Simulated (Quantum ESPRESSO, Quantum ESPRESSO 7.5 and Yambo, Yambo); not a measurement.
**A GW chain in Yambo: MoS2 (R3m)**

Aim: the G0W0 gap of MoS2 (R3m) on PBE, step by step.

Main program and level: Quantum ESPRESSO 7.5 and Yambo 5.3.0; PBE and many-body steps on it, plane waves.

This is a report of a sequence of runs, with most program output left out.

### 1. Set-up

The structure is trigonal, space group R3m (No. 160). Conventional cell: a = 3.160 Å, b = 3.160 Å, c = 18.450 Å, α = 90.00°, β = 90.00°, γ = 120.00°. Nearest to Mo lie 6 S at 2.40 Å. S has 3 Mo at 2.40 Å nearest. Nearest to S lie 3 Mo at 2.40 Å. Farther neighbours and most contacts between anions are not listed.

Geometry: measured (diffraction); atoms relaxed with PBE. The runs that relaxed it are not among those shown.

### 2. Ground state

This step: Quantum ESPRESSO 7.5; DFT, PBE, plane waves, norm-conserving pseudopotentials.

The ground-state density comes first.

pw.in

```
&control
  calculation = 'scf'
  prefix = 'x'
  outdir = 'o'
  pseudo_dir = 'pseudo'
/
&system
  ibrav = 0
  nat = 3
  ntyp = 2
  ecutwfc = 72.0
  nbnd = 18
  force_symmorphic = .true.
/
&electrons
  conv_thr = 1e-10
  electron_maxstep = 80
  mixing_beta = 0.5
/
ATOMIC_SPECIES
  Mo 95.95 Mo.upf
  S 32.06 S.upf
CELL_PARAMETERS angstrom
  1.5800000000 0.9122134253 6.1500000000
  -1.5800000000 0.9122134253 6.1500000000
  -0.0000000000 -1.8244268506 6.1500000000
ATOMIC_POSITIONS crystal
  Mo 0.0000949582 0.0000949582 0.0000949582
  S 0.2486434308 0.2486434308 0.2486434308
  S 0.4182616111 0.4182616111 0.4182616111
K_POINTS automatic
  8 8 8 0 0 0
```

The run is started by

```console
> OMP_NUM_THREADS=1 mpirun -n 4 pw.x -nk 4 -in pw.in > pw.out
```

Elapsed: 87 s, on 4 MPI ranks of Arm Neoverse V1, shared host; peak memory 0.4 GiB; 5.8 min of CPU time.

Numbers from this step:

```
total energy               : -2515.6360 eV
gap                        : 1.016 eV
k of the valence top       : -0.5, -0.5, -0.5
k of the conduction bottom : 0, 0.125, -0.25
least direct gap           : 2.041 eV
```

The gap is indirect, with the least direct gap 1.03 eV higher.

### 3. Bands along the symmetry lines

The cheap functional maps the bands first; the places of the edges decide which points the dearer methods must see.

pw.in

```
&control
  calculation = 'bands'
  prefix = 'x'
  outdir = 'o'
  pseudo_dir = 'pseudo'
/
&system
  ibrav = 0
  nat = 3
  ntyp = 2
  ecutwfc = 72.0
  nbnd = 19
  force_symmorphic = .true.
/
&electrons
  conv_thr = 1e-9
  electron_maxstep = 80
  diago_full_acc = .true.
  diago_thr_init = 5e-6
/
ATOMIC_SPECIES
  Mo 95.95 Mo.upf
  S 32.06 S.upf
CELL_PARAMETERS angstrom
  1.5800000000 0.9122134253 6.1500000000
  -1.5800000000 0.9122134253 6.1500000000
  -0.0000000000 -1.8244268506 6.1500000000
ATOMIC_POSITIONS crystal
  Mo 0.0000949582 0.0000949582 0.0000949582
  S 0.2486434308 0.2486434308 0.2486434308
  S 0.4182616111 0.4182616111 0.4182616111
K_POINTS crystal
  59
  0.00000000 0.00000000 0.00000000 1
  0.06250000 0.06250000 0.06250000 1
  0.12500000 0.12500000 0.12500000 1
  0.18750000 0.18750000 0.18750000 1
  0.25000000 0.25000000 0.25000000 1
  0.31250000 0.31250000 0.31250000 1
  0.37500000 0.37500000 0.37500000 1
  0.43750000 0.43750000 0.43750000 1
  0.50000000 0.50000000 0.50000000 1
  0.53983325 0.46016675 0.50000000 1
  0.57966650 0.42033350 0.50000000 1
  0.61949975 0.38050025 0.50000000 1
  0.65933299 0.34066701 0.50000000 1
  0.69916624 0.30083376 0.50000000 1
  0.73899949 0.26100051 0.50000000 1
  0.77883274 0.22116726 0.50000000 1
  0.81866599 0.18133401 0.50000000 1
  0.50000000 -0.18133401 0.18133401 1
  0.50000000 -0.15866726 0.15866726 1
  0.50000000 -0.13600051 0.13600051 1
  0.50000000 -0.11333376 0.11333376 1
  0.50000000 -0.09066700 0.09066700 1
  0.50000000 -0.06800025 0.06800025 1
  0.50000000 -0.04533350 0.04533350 1
  0.50000000 -0.02266675 0.02266675 1
  0.50000000 0.00000000 0.00000000 1
  0.43750000 0.00000000 0.00000000 1
  0.37500000 0.00000000 0.00000000 1
  0.31250000 0.00000000 0.00000000 1
  0.25000000 0.00000000 0.00000000 1
  0.18750000 0.00000000 0.00000000 1
  0.12500000 0.00000000 0.00000000 1
  0.06250000 0.00000000 0.00000000 1
  0.00000000 0.00000000 0.00000000 1
  0.04258337 -0.04258337 0.00000000 1
  0.08516675 -0.08516675 0.00000000 1
  0.12775012 -0.12775012 0.00000000 1
  0.17033350 -0.17033350 0.00000000 1
  0.21291688 -0.21291688 0.00000000 1
  0.25550025 -0.25550025 0.00000000 1
  0.29808363 -0.29808363 0.00000000 1
  0.34066700 -0.34066700 0.00000000 1
  0.65933300 0.00000000 0.34066700 1
  0.63941637 0.00000000 0.36058363 1
  0.61949975 0.00000000 0.38050025 1
  0.59958312 0.00000000 0.40041688 1
  0.57966650 0.00000000 0.42033350 1
  0.55974987 0.00000000 0.44025012 1
  0.53983325 0.00000000 0.46016675 1
  0.51991663 0.00000000 0.48008337 1
  0.50000000 0.00000000 0.50000000 1
  0.43750000 0.00000000 0.43750000 1
  0.37500000 0.00000000 0.37500000 1
  0.31250000 0.00000000 0.31250000 1
  0.25000000 0.00000000 0.25000000 1
  0.18750000 0.00000000 0.18750000 1
  0.12500000 0.00000000 0.12500000 1
  0.06250000 0.00000000 0.06250000 1
  0.00000000 0.00000000 0.00000000 1
```

Elapsed: 25 s, on 4 MPI ranks; peak memory 0.31 GiB.

Numbers from this step:

```yaml
gap: 0.9139 eV
k_of_the_valence_top: 0.5, 0.5, 0.5
k_of_the_conduction_bottom: 0.1703, -0.1703, 0
least_direct_gap: 1.763 eV
```

The gap is 0.914 eV, −0.102 eV from the run before at this level.

Electronic bands along the path, in eV, zero at the top of the highest filled band:

```csv
point,band 10,band 11,band 12,band 13,band 14,band 15,band 16,band 17
Γ,-2.18,-2.18,-1.22,-1.19,2.07,2.07,2.43,2.43
halfway,-2.61,-2.16,-2.16,-0.28,2.11,2.11,2.37,2.37
T,-3.29,-2.15,-2.15,0.00,2.17,2.17,2.29,2.29
halfway,-3.94,-2.66,-1.89,-1.47,1.48,1.85,2.17,3.52
H2,-4.31,-3.74,-2.80,-0.70,1.10,2.26,3.00,4.23
jump to H0,-4.31,-3.74,-2.80,-0.70,1.10,2.26,3.00,4.23
halfway,-3.76,-3.07,-2.55,-1.02,1.45,2.30,2.63,4.00
L,-3.90,-2.34,-1.53,-1.44,1.66,2.05,3.43,3.49
halfway,-3.20,-2.41,-1.64,-1.50,1.22,1.80,2.63,3.02
Γ,-2.18,-2.18,-1.22,-1.19,2.07,2.07,2.43,2.43
halfway,-3.68,-2.64,-1.57,-1.48,0.91,1.82,2.32,3.64
S0,-4.31,-3.66,-2.86,-0.69,1.07,2.26,2.98,4.24
jump to S2,-4.31,-3.66,-2.86,-0.69,1.07,2.26,2.98,4.24
halfway,-3.97,-3.16,-2.74,-0.95,1.57,2.44,3.00,3.60
F,-3.82,-2.93,-1.73,-1.26,1.62,2.19,3.01,3.87
halfway,-3.15,-2.45,-1.98,-1.36,1.36,1.65,2.57,3.19
Γ,-2.18,-2.18,-1.22,-1.19,2.07,2.07,2.43,2.43
```

### 4. Empty states on the mesh, 4×4×4 mesh, 91 bands

The sums over transitions need many empty states on a uniform mesh; this step solves for them.

pw.in

```
&control
  calculation = 'nscf'
  prefix = 'x'
  outdir = 'o'
  pseudo_dir = 'pseudo'
/
&system
  ibrav = 0
  nat = 3
  ntyp = 2
  ecutwfc = 72.0
  nbnd = 91
  force_symmorphic = .true.
/
&electrons
  conv_thr = 1e-9
  electron_maxstep = 80
  diago_full_acc = .true.
  diago_thr_init = 5e-6
/
ATOMIC_SPECIES
  Mo 95.95 Mo.upf
  S 32.06 S.upf
CELL_PARAMETERS angstrom
  1.5800000000 0.9122134253 6.1500000000
  -1.5800000000 0.9122134253 6.1500000000
  -0.0000000000 -1.8244268506 6.1500000000
ATOMIC_POSITIONS crystal
  Mo 0.0000949582 0.0000949582 0.0000949582
  S 0.2486434308 0.2486434308 0.2486434308
  S 0.4182616111 0.4182616111 0.4182616111
K_POINTS automatic
  4 4 4 0 0 0
```

Elapsed: 32 s, on 4 MPI ranks; peak memory 0.38 GiB.

Numbers from this step:

```yaml
gap: 1.221 eV
k_of_the_valence_top: -0.5, -0.5, -0.5
k_of_the_conduction_bottom: 0, 0.25, -0.25
least_direct_gap: 2.168 eV
k_points_computed: 13
lowest_point_of_the_top_converged_band_above_the_valence_top: 62.2956 eV
```

On this mesh the gap is 1.221 eV. The earlier step found 1.016 eV, so this mesh misses an edge.

### 5. Conversion and set-up

This step: Yambo 5.3.0; conversion and set-up on PBE, plane waves, norm-conserving pseudopotentials.

The states are converted to the many-body program's format and the q mesh is built.

The run is started by

```console
> (cd o/x.save; p2y > p2y.log; mv SAVE ../..); yambo > setup.log
```

Wall time 2.3 s (1 MPI rank); peak memory 0.24 GiB.

### 6. Screening and self-energy, 4×4×4 mesh, 91 bands, screening to 122.5 eV

Now the one-shot GW correction: screening in the RPA, then the self-energy of the levels asked for.

This step: G0W0 on PBE, plane waves, norm-conserving pseudopotentials.

gw1.in

```
HF_and_locXC
gw0
dyson
ppa
em1d
rim_cut
RandQpts= 1000000
RandGvec= 1 RL
EXXRLvcs= 72 Ry
VXCRLvcs= 288 Ry
Chimod= "HARTREE"
% BndsRnXp
 1 | 91 |
%
NGsBlkXp= 9 Ry
% LongDrXp
 1 | 1 | 1 |
%
% GbndRnge
 1 | 91 |
%
DysSolver= "n"
ExtendOut
PPAPntXp= 27.21138 eV
% QPkrange
 1 | 13 | 7 | 18 |
%
```

The run is started by

```console
> OMP_NUM_THREADS=1 mpirun -n 4 yambo -F gw1.in -J gw1 -C gw1 > gw1.log
```

Wall time 26 min (4 MPI ranks); peak memory 5 GiB.

This step gave:

```yaml
g0w0_gap_on_the_mesh: 1.676 eV
starting_gap_on_the_mesh: 1.221 eV
k_of_the_valence_top: -0.5, -0.5, -0.5
k_of_the_conduction_bottom: 0, 0, 0.25
least_direct_g0w0_gap_on_the_computed_points: 2.644 eV
z_at_the_valence_top: 0.7798
z_at_the_conduction_bottom: 0.7859
```

The gap on the mesh goes from 1.22 eV to 1.68 eV, a correction of +0.46 eV. The start differs from the 1.02 eV found before because the two sample other k points.

Limits: finite bands, cutoff and mesh; no spin-orbit coupling. v1 is the top filled band, c1 the lowest empty one. Levels before and after the correction, in eV, zero at the valence-band top of each column:

|  | conduction bottom | valence top |
| --- | --- | --- |
| Kohn-Sham | 1.22 | 0.00 |
| G0W0 | 1.68 | 0.00 |

|  | level | energy (eV) |
| --- | --- | --- |
| Kohn-Sham | (0 0 0.25) v3 | -2.408 |
| Kohn-Sham | (0 0 0.25) v2 | -1.644 |
| Kohn-Sham | (0 0 0.25) v1 | -1.499 |
| Kohn-Sham | (0 0 0.25) c1 | 1.222 |
| Kohn-Sham | (0 0 0.25) c2 | 1.797 |
| Kohn-Sham | (0 0 0.25) c3 | 2.628 |
| Kohn-Sham | (-0.5 -0.5 -0.5) v3-v2 | -2.146 |
| Kohn-Sham | (-0.5 -0.5 -0.5) v1 | 0.000 |
| Kohn-Sham | (-0.5 -0.5 -0.5) c1-c2 | 2.168 |
| Kohn-Sham | (-0.5 -0.5 -0.5) c3 | 2.292 |
| G0W0 | (0 0 0.25) v3 | -2.654 |
| G0W0 | (0 0 0.25) v2 | -2.060 |
| G0W0 | (0 0 0.25) v1 | -1.634 |
| G0W0 | (0 0 0.25) c1 | 1.676 |
| G0W0 | (0 0 0.25) c2 | 2.313 |
| G0W0 | (0 0 0.25) c3 | 3.214 |
| G0W0 | (-0.5 -0.5 -0.5) v3-v2 | -2.275 |
| G0W0 | (-0.5 -0.5 -0.5) v1 | 0.000 |
| G0W0 | (-0.5 -0.5 -0.5) c1-c2 | 2.644 |
| G0W0 | (-0.5 -0.5 -0.5) c3 | 2.697 |

### 7. Where the time went

Times are wall times on the hardware named with each run, good to a factor of about two.

| step | time | share | memory (GiB) |
| --- | --- | --- | --- |
| ground state | 87 s | 5 % | 0.4 |
| bands along the symmetry lines | 25 s | 1 % | 0.31 |
| empty states on the mesh | 32 s | 2 % | 0.38 |
| conversion and set-up | 2.3 s | 0 % | 0.24 |
| screening and self-energy | 26 min | 92 % | 5.0 |

### 8. Results

| Quantity | Value |
| --- | --- |
| PBE gap | 0.91 eV, indirect |
| G0W0 gap on the mesh | 1.68 eV |
| G0W0 gap over the zone (rigid shift) | 1.37 eV |
| GW settings | 4×4×4 mesh, 91 bands, screening to 122.5 eV, Godby-Needs plasmon pole |
| known limits | not at the basis limit; no spin-orbit coupling |

**Reading.** G0W0 moves the gap on the mesh from 1.22 eV to 1.68 eV (+0.46 eV), with Z of 0.78 and 0.79 at the edges. The mesh misses the band edges by 0.31 eV in all; a rigid shift gives 1.37 eV for the zone. The dearest step here is «screening and self-energy». Bands and cutoff are finite, so the gap is not at the basis limit. The miss can reach some tenths of an eV and take either sign; the mesh is an error of its own. A denser mesh or path gives a starting gap of 0.91 eV: the GW mesh misses a band edge, so its gaps are not the fundamental one. The many-body steps are scalar-relativistic: spin-orbit coupling is not in them.

[Paths, hosts, dates, memory and timing lines, banners, echoed tables and standing remarks are left out of the program output.]

[Logs are printed without paths, hosts, clocks, repeated set-up lines and the standing remarks that a program may print on its own settings, such as how far it seeks lower states.]

[Runs of the session that timed out or met a known fault of the program may be left out.]

[Hosts, paths, dates, database ids (printed as entryN), source tags and the programs' standing remarks are cut or masked in the printed files.]
